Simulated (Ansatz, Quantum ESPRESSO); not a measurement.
# vacuum gap of 6.0 Å between two Ir(100) faces: ballistic transmission, part 3 of 4

How well does the junction conduct in the ballistic limit? It is: vacuum gap of 6.0 Å between two Ir(100) faces.

Quantum ESPRESSO 7.5; plane-wave DFT, LDA, GBRV ultrasoft pseudopotentials; cross-check by Ansatz 0.2.0 with PAW datasets.

So far. Step 3 (Transmission with pwcond.x): The run is unpolarised; a magnetic state was not tried, may lie lower and would change T. Step 3 (Transmission with pwcond.x): At no point does T exceed the number of channels.

## 4. The open system, with ewind = 1.0

Level of this step: transmission by pwcond, lead and junction from one cell; plane-wave DFT, LDA, GBRV ultrasoft pseudopotentials (Quantum ESPRESSO).

How much does a setting matter? One run is repeated with a change.

cond.w.in reads:

```
&inputcond
  outdir = './out'
  prefixt = 'scf'
  tran_file = 'cond.w.dat'
  bdl = 2.8284271247
  bds = 12.7991808843
  ikind = 1
  ewind = 1.0
  epsproj = 1e-05
  nz1 = 7
  energy0 = 0.4
  denergy = -0.4
/
21
  0.00000000 0.00000000 0.01000000
  0.00000000 0.10000000 0.04000000
  0.00000000 0.20000000 0.04000000
  0.00000000 0.30000000 0.04000000
  0.00000000 0.40000000 0.04000000
  0.00000000 0.50000000 0.02000000
  0.10000000 0.10000000 0.04000000
  0.10000000 0.20000000 0.08000000
  0.10000000 0.30000000 0.08000000
  0.10000000 0.40000000 0.08000000
  0.10000000 0.50000000 0.04000000
  0.20000000 0.20000000 0.04000000
  0.20000000 0.30000000 0.08000000
  0.20000000 0.40000000 0.08000000
  0.20000000 0.50000000 0.04000000
  0.30000000 0.30000000 0.04000000
  0.30000000 0.40000000 0.08000000
  0.30000000 0.50000000 0.04000000
  0.40000000 0.40000000 0.04000000
  0.40000000 0.50000000 0.04000000
  0.50000000 0.50000000 0.01000000
3
```

On the command line:

```sh
OMP_NUM_THREADS=1 mpirun -n 4 pwcond.x -in cond.w.in > cond.w.out
```

Output:

```text
[banner, memory and clock lines left out]
Program PWCOND v.7.5 starts
[citation notice left out]

[...]
./out/scf.save/

[...]
negative rho (up, down):  4.882E+00 0.000E+00
     Reading collected, re-writing distributed wavefunctions

===== INPUT FILE containing all the regions =====

     GEOMETRY:

     lattice parameter (alat)  =       5.1712  a.u.
     the volume                =    1769.9732 (a.u.)^3
     the cross section         =      26.7417 (a.u.)^2
     l of the unit cell        =      12.7992 (alat)
     number of atoms/cell      =           16
     number of atomic types    =            1

     crystal axes: (cart. coord. in units of alat)
               a(1) = (  1.0000  0.0000  0.0000 )
               a(2) = (  0.0000  1.0000  0.0000 )
               a(3) = (  0.0000  0.0000 12.7992 )

   Cartesian axes

     site n.     atom                  positions (alat units)
          1        Ir     tau(  1)=(  0.0000  0.0000 12.7992  )
          2        Ir     tau(  2)=(  0.5000  0.5000  0.7071  )
          3        Ir     tau(  3)=(  0.0000  0.0000  1.4142  )
          4        Ir     tau(  4)=(  0.5000  0.5000  2.1213  )
          5        Ir     tau(  5)=(  0.0000  0.0000  2.8284  )
          6        Ir     tau(  6)=(  0.5000  0.5000  3.5355  )
          7        Ir     tau(  7)=(  0.0000  0.0000  4.2426  )
          8        Ir     tau(  8)=(  0.5000  0.5000  4.9497  )
          9        Ir     tau(  9)=(  0.0000  0.0000  7.1423  )
         10        Ir     tau( 10)=(  0.5000  0.5000  7.8494  )
         11        Ir     tau( 11)=(  0.0000  0.0000  8.5565  )
         12        Ir     tau( 12)=(  0.5000  0.5000  9.2636  )
         13        Ir     tau( 13)=(  0.0000  0.0000  9.9708  )
         14        Ir     tau( 14)=(  0.5000  0.5000 10.6779  )
         15        Ir     tau( 15)=(  0.0000  0.0000 11.3850  )
         16        Ir     tau( 16)=(  0.5000  0.5000 12.0921  )

     nr1s                      =           24
     nr2s                      =           24
     nr3s                      =          270
     nr1sx                     =           24
     nr2sx                     =           24
     nr3sx                     =          270
     nr1                       =           24
     nr2                       =           24
     nr3                       =          300
     nr1x                      =           24
     nr2x                      =           24
     nr3x                      =          300

 _______________________________
  Radii of nonlocal spheres:

     type       ibeta     ang. mom.          radius (alat units)
       Ir         1         0                    0.4948
       Ir         2         0                    0.4948
       Ir         3         1                    0.4948
       Ir         4         1                    0.4948
       Ir         5         1                    0.4948
       Ir         6         2                    0.4948
       Ir         7         2                    0.4948
----- General information -----

--- T calc. with identical leads (ikind=1) ---

     nrx                       =           24
     nry                       =           24
     nz1                       =            7

     energy0               =         4.0E-01
     denergy               =        -4.0E-01
     nenergy               =          3
     ecut2d                =         4.0E+01
     ewind                 =         1.0E+00
     epsproj               =         1.0E-05

     number of k_|| points=   21
                       cryst. coord.
        k(    1) = (   0.0000000   0.0000000), wk =   0.0100000
        k(    2) = (   0.0000000   0.1000000), wk =   0.0400000
[...]
k(   21) = (   0.5000000   0.5000000), wk =   0.0100000
----- Information about left/right lead -----

     nocros                   =           21
     noins                    =           63
     norb                     =          105
     norbf                    =          273
     nrz                      =           60

      iorb      type   ibeta   ang. mom.   m       position (alat)
        1        1       1        0        1   taunew(   1)=(  0.0000  0.0000  0.0000)
        2        1       2        0        1   taunew(   2)=(  0.0000  0.0000  0.0000)
[...]
105        1       7        2        5   taunew( 105)=(  0.0000  0.0000  2.8284)
----- Information about scattering region -----

     noins                    =          231
     norb                     =          273
     norbf                    =          273
     nrz                      =          210

      iorb      type   ibeta   ang. mom.   m       position (alat)
        1        1       1        0        1   taunew(   1)=(  0.0000  0.0000  0.0000)
        2        1       2        0        1   taunew(   2)=(  0.0000  0.0000  0.0000)
[...]
273        1       7        2        5   taunew( 273)=(  0.0000  0.0000  9.9708)
 ngper, shell number =           89          15
 ngper, n2d =           89          49
---  E-Ef =    0.4000000  k =    0.0000000   0.0000000
---  ie =          1  ik =          1
 Nchannels of the left tip =            4
 Right moving states:
   k1(2pi/a)   k2(2pi/a)   E-Ef (eV)
  -0.3140819   0.0000003   0.4000000
   0.3855319  -0.0000021   0.4000000
  -0.4504224   0.0000002   0.4000000
  -0.4504224   0.0000002   0.4000000
 Left moving states:
   k1(2pi/a)   k2(2pi/a)   E-Ef (eV)
   0.3140820   0.0000003   0.4000000
  -0.3855319  -0.0000021   0.4000000
   0.4504225   0.0000002   0.4000000
   0.4504225   0.0000002   0.4000000

 to transmit
 Band j to band i transmissions and reflections:
    j         i     |T_ij|^2    |R_ij|^2

    1 -->     1     0.08448     0.91552
    1 -->     2     0.00000     0.00000
    1 -->     3     0.00000     0.00000
    1 -->     4     0.00000     0.00000
   Total T_j, R_j =    0.08448  0.91552

    2 -->     1     0.00000     0.00000
    2 -->     2     0.00000     1.00000
    2 -->     3     0.00000     0.00000
    2 -->     4     0.00000     0.00000
   Total T_j, R_j =    0.00000  1.00000

    3 -->     1     0.00000     0.00000
    3 -->     2     0.00000     0.00000
    3 -->     3     0.00000     0.00020
    3 -->     4     0.00000     0.99980
   Total T_j, R_j =    0.00000  1.00000

    4 -->     1     0.00000     0.00000
    4 -->     2     0.00000     0.00000
    4 -->     3     0.00000     0.99980
    4 -->     4     0.00000     0.00020
   Total T_j, R_j =    0.00000  1.00000

E-Ef(ev), T(x2 spins) =    0.4000000   0.1689559
---  E-Ef =    0.0000000  k =    0.0000000   0.0000000
---  ie =          2  ik =          1
 Nchannels of the left tip =            4
 Right moving states:
   k1(2pi/a)   k2(2pi/a)   E-Ef (eV)
   0.1199261  -0.0000021   0.0000000
  -0.3691296   0.0000003   0.0000000
   0.4491022   0.0000003   0.0000000
   0.4491022   0.0000003   0.0000000
 Left moving states:
   k1(2pi/a)   k2(2pi/a)   E-Ef (eV)
  -0.1199261  -0.0000021   0.0000000
   0.3691298   0.0000003   0.0000000
  -0.4491022   0.0000003   0.0000000
  -0.4491022   0.0000003   0.0000000

 to transmit
 Band j to band i transmissions and reflections:
    j         i     |T_ij|^2    |R_ij|^2

    1 -->     1     0.00000     1.00000
    1 -->     2     0.00000     0.00000
    1 -->     3     0.00000     0.00000
    1 -->     4     0.00000     0.00000
   Total T_j, R_j =    0.00000  1.00000

    2 -->     1     0.00000     0.00000
    2 -->     2     0.05118     0.94882
    2 -->     3     0.00000     0.00000
    2 -->     4     0.00000     0.00000
   Total T_j, R_j =    0.05118  0.94882

    3 -->     1     0.00000     0.00000
    3 -->     2     0.00000     0.00000
    3 -->     3     0.00000     0.00077
    3 -->     4     0.00000     0.99923
   Total T_j, R_j =    0.00000  1.00000

    4 -->     1     0.00000     0.00000
    4 -->     2     0.00000     0.00000
    4 -->     3     0.00000     0.99923
    4 -->     4     0.00000     0.00077
   Total T_j, R_j =    0.00000  1.00000

E-Ef(ev), T(x2 spins) =    0.0000000   0.1023647
---  E-Ef =   -0.4000000  k =    0.0000000   0.0000000
---  ie =          3  ik =          1
 Nchannels of the left tip =            4
 Right moving states:
   k1(2pi/a)   k2(2pi/a)   E-Ef (eV)
  -0.1403308  -0.0000021  -0.4000000
   0.3523478   0.0000003  -0.4000000
   0.3523478   0.0000003  -0.4000000
  -0.4230947   0.0000003  -0.4000000
 Left moving states:
   k1(2pi/a)   k2(2pi/a)   E-Ef (eV)
   0.1403308  -0.0000021  -0.4000000
  -0.3523477   0.0000003  -0.4000000
  -0.3523477   0.0000003  -0.4000000
   0.4230949   0.0000003  -0.4000000

 to transmit
 Band j to band i transmissions and reflections:
    j         i     |T_ij|^2    |R_ij|^2

    1 -->     1     0.00000     1.00000
    1 -->     2     0.00000     0.00000
    1 -->     3     0.00000     0.00000
    1 -->     4     0.00000     0.00000
   Total T_j, R_j =    0.00000  1.00000

    2 -->     1     0.00000     0.00000
    2 -->     2     0.00000     0.99999
    2 -->     3     0.00000     0.00001
    2 -->     4     0.00000     0.00000
   Total T_j, R_j =    0.00000  1.00000

    3 -->     1     0.00000     0.00000
    3 -->     2     0.00000     0.00001
    3 -->     3     0.00000     0.99999
    3 -->     4     0.00000     0.00000
   Total T_j, R_j =    0.00000  1.00000

    4 -->     1     0.00000     0.00000
    4 -->     2     0.00000     0.00000
    4 -->     3     0.00000     0.00000
    4 -->     4     0.03412     0.96588
   Total T_j, R_j =    0.03412  0.96588

E-Ef(ev), T(x2 spins) =   -0.4000000   0.0682311
 ngper, shell number =           89          46
 ngper, n2d =           89          52
[... further energies and points left out ...]
---  E-Ef =    0.4000000  k =    0.5000000   0.5000000
---  ie =          1  ik =         21
 Nchannels of the left tip =            4
 Right moving states:
   k1(2pi/a)   k2(2pi/a)   E-Ef (eV)
  -0.1613662   0.0000006   0.4000000
  -0.1613662   0.0000006   0.4000000
  -0.3093100  -0.0000009   0.4000000
  -0.3094124  -0.0000003   0.4000000
 Left moving states:
   k1(2pi/a)   k2(2pi/a)   E-Ef (eV)
   0.1613662   0.0000006   0.4000000
   0.1613662   0.0000006   0.4000000
   0.3093101  -0.0000009   0.4000000
   0.3094124  -0.0000003   0.4000000

 to transmit
 Band j to band i transmissions and reflections:
    j         i     |T_ij|^2    |R_ij|^2

    1 -->     1     0.00001     0.00058
    1 -->     2     0.00000     0.99942
    1 -->     3     0.00000     0.00000
    1 -->     4     0.00000     0.00000
   Total T_j, R_j =    0.00001  0.99999

    2 -->     1     0.00000     0.99942
    2 -->     2     0.00001     0.00058
    2 -->     3     0.00000     0.00000
    2 -->     4     0.00000     0.00000
   Total T_j, R_j =    0.00001  0.99999

    3 -->     1     0.00000     0.00000
    3 -->     2     0.00000     0.00000
    3 -->     3     0.00002     0.99998
    3 -->     4     0.00000     0.00000
   Total T_j, R_j =    0.00002  0.99998

    4 -->     1     0.00000     0.00000
    4 -->     2     0.00000     0.00000
    4 -->     3     0.00000     0.00000
    4 -->     4     0.00002     0.99998
   Total T_j, R_j =    0.00002  0.99998

E-Ef(ev), T(x2 spins) =    0.4000000   0.0000953
---  E-Ef =    0.0000000  k =    0.5000000   0.5000000
---  ie =          2  ik =         21
 Nchannels of the left tip =            4
 Right moving states:
   k1(2pi/a)   k2(2pi/a)   E-Ef (eV)
  -0.2174270   0.0000006   0.0000000
  -0.2174270   0.0000006   0.0000000
  -0.4304715  -0.0000009   0.0000000
  -0.4305653  -0.0000004   0.0000000
 Left moving states:
   k1(2pi/a)   k2(2pi/a)   E-Ef (eV)
   0.2174270   0.0000006   0.0000000
   0.2174270   0.0000006   0.0000000
   0.4304715  -0.0000009   0.0000000
   0.4305654  -0.0000004   0.0000000

 to transmit
 Band j to band i transmissions and reflections:
    j         i     |T_ij|^2    |R_ij|^2

    1 -->     1     0.00001     0.00083
    1 -->     2     0.00000     0.99916
    1 -->     3     0.00000     0.00000
    1 -->     4     0.00000     0.00000
   Total T_j, R_j =    0.00001  0.99999

    2 -->     1     0.00000     0.99916
    2 -->     2     0.00001     0.00083
    2 -->     3     0.00000     0.00000
    2 -->     4     0.00000     0.00000
   Total T_j, R_j =    0.00001  0.99999

    3 -->     1     0.00000     0.00000
    3 -->     2     0.00000     0.00000
    3 -->     3     0.00001     0.99999
    3 -->     4     0.00000     0.00000
   Total T_j, R_j =    0.00001  0.99999

    4 -->     1     0.00000     0.00000
    4 -->     2     0.00000     0.00000
    4 -->     3     0.00000     0.00000
    4 -->     4     0.00001     0.99999
   Total T_j, R_j =    0.00001  0.99999

E-Ef(ev), T(x2 spins) =    0.0000000   0.0000660
---  E-Ef =   -0.4000000  k =    0.5000000   0.5000000
---  ie =          3  ik =         21
 Nchannels of the left tip =            4
 Right moving states:
   k1(2pi/a)   k2(2pi/a)   E-Ef (eV)
  -0.2743154   0.0000006  -0.4000000
  -0.2743154   0.0000006  -0.4000000
   0.4656312  -0.0000005  -0.4000000
   0.4657763  -0.0000008  -0.4000000
 Left moving states:
   k1(2pi/a)   k2(2pi/a)   E-Ef (eV)
   0.2743154   0.0000006  -0.4000000
   0.2743154   0.0000006  -0.4000000
  -0.4656312  -0.0000005  -0.4000000
  -0.4657762  -0.0000008  -0.4000000

 to transmit
 Band j to band i transmissions and reflections:
    j         i     |T_ij|^2    |R_ij|^2

    1 -->     1     0.00001     0.00081
    1 -->     2     0.00000     0.99918
    1 -->     3     0.00000     0.00000
    1 -->     4     0.00000     0.00000
   Total T_j, R_j =    0.00001  0.99999

    2 -->     1     0.00000     0.99918
    2 -->     2     0.00001     0.00081
    2 -->     3     0.00000     0.00000
    2 -->     4     0.00000     0.00000
   Total T_j, R_j =    0.00001  0.99999

    3 -->     1     0.00000     0.00000
    3 -->     2     0.00000     0.00000
    3 -->     3     0.00001     0.99999
    3 -->     4     0.00000     0.00000
   Total T_j, R_j =    0.00001  0.99999

    4 -->     1     0.00000     0.00000
    4 -->     2     0.00000     0.00000
    4 -->     3     0.00000     0.00000
    4 -->     4     0.00001     0.99999
   Total T_j, R_j =    0.00001  0.99999

E-Ef(ev), T(x2 spins) =   -0.4000000   0.0000441
   T_tot     0.40000      0.13760E-01
   T_tot     0.00000      0.25782E-01
   T_tot    -0.40000      0.27873E-01

[...]
```

The job ended after 86 s (4 MPI ranks of Arm Neoverse V1, shared host; peak memory 0.24 GiB; 5.7 min of CPU time).

The changed values were drawn from a wide range, not chosen for quality; the comparison shows what they did here together.

Beside the run it was changed from:

| quantity | this run | unchanged run | difference |
| --- | --- | --- | --- |
| transmission at the Fermi level, one spin | 0.01289 | 0.01290 | -1.4e-5 |
| lead channels at the Fermi level, one spin | 1.920 | 1.920 | 0 |
| wall time (s) | 86 | 122 |  |

Over all energies T moves by up to 2.4e-4, at -0.4 eV.

The physical values in this table move by up to 0.11 %.

(Continued in part 4 of 4.)

[Logs are printed without paths, hosts, clocks, repeated set-up lines and the standing remarks that a program may print on its own settings, such as how far it seeks lower states.]

[Hosts, paths, dates, database ids (printed as entryN), source tags and the programs' standing remarks are cut or masked in the printed files.]

[Maps of the electrostatic potential energy from Ansatz leave out the sawtooth potential of an applied field or a dipole correction, so their vacuum need not be flat; planar profiles and work functions include it.]
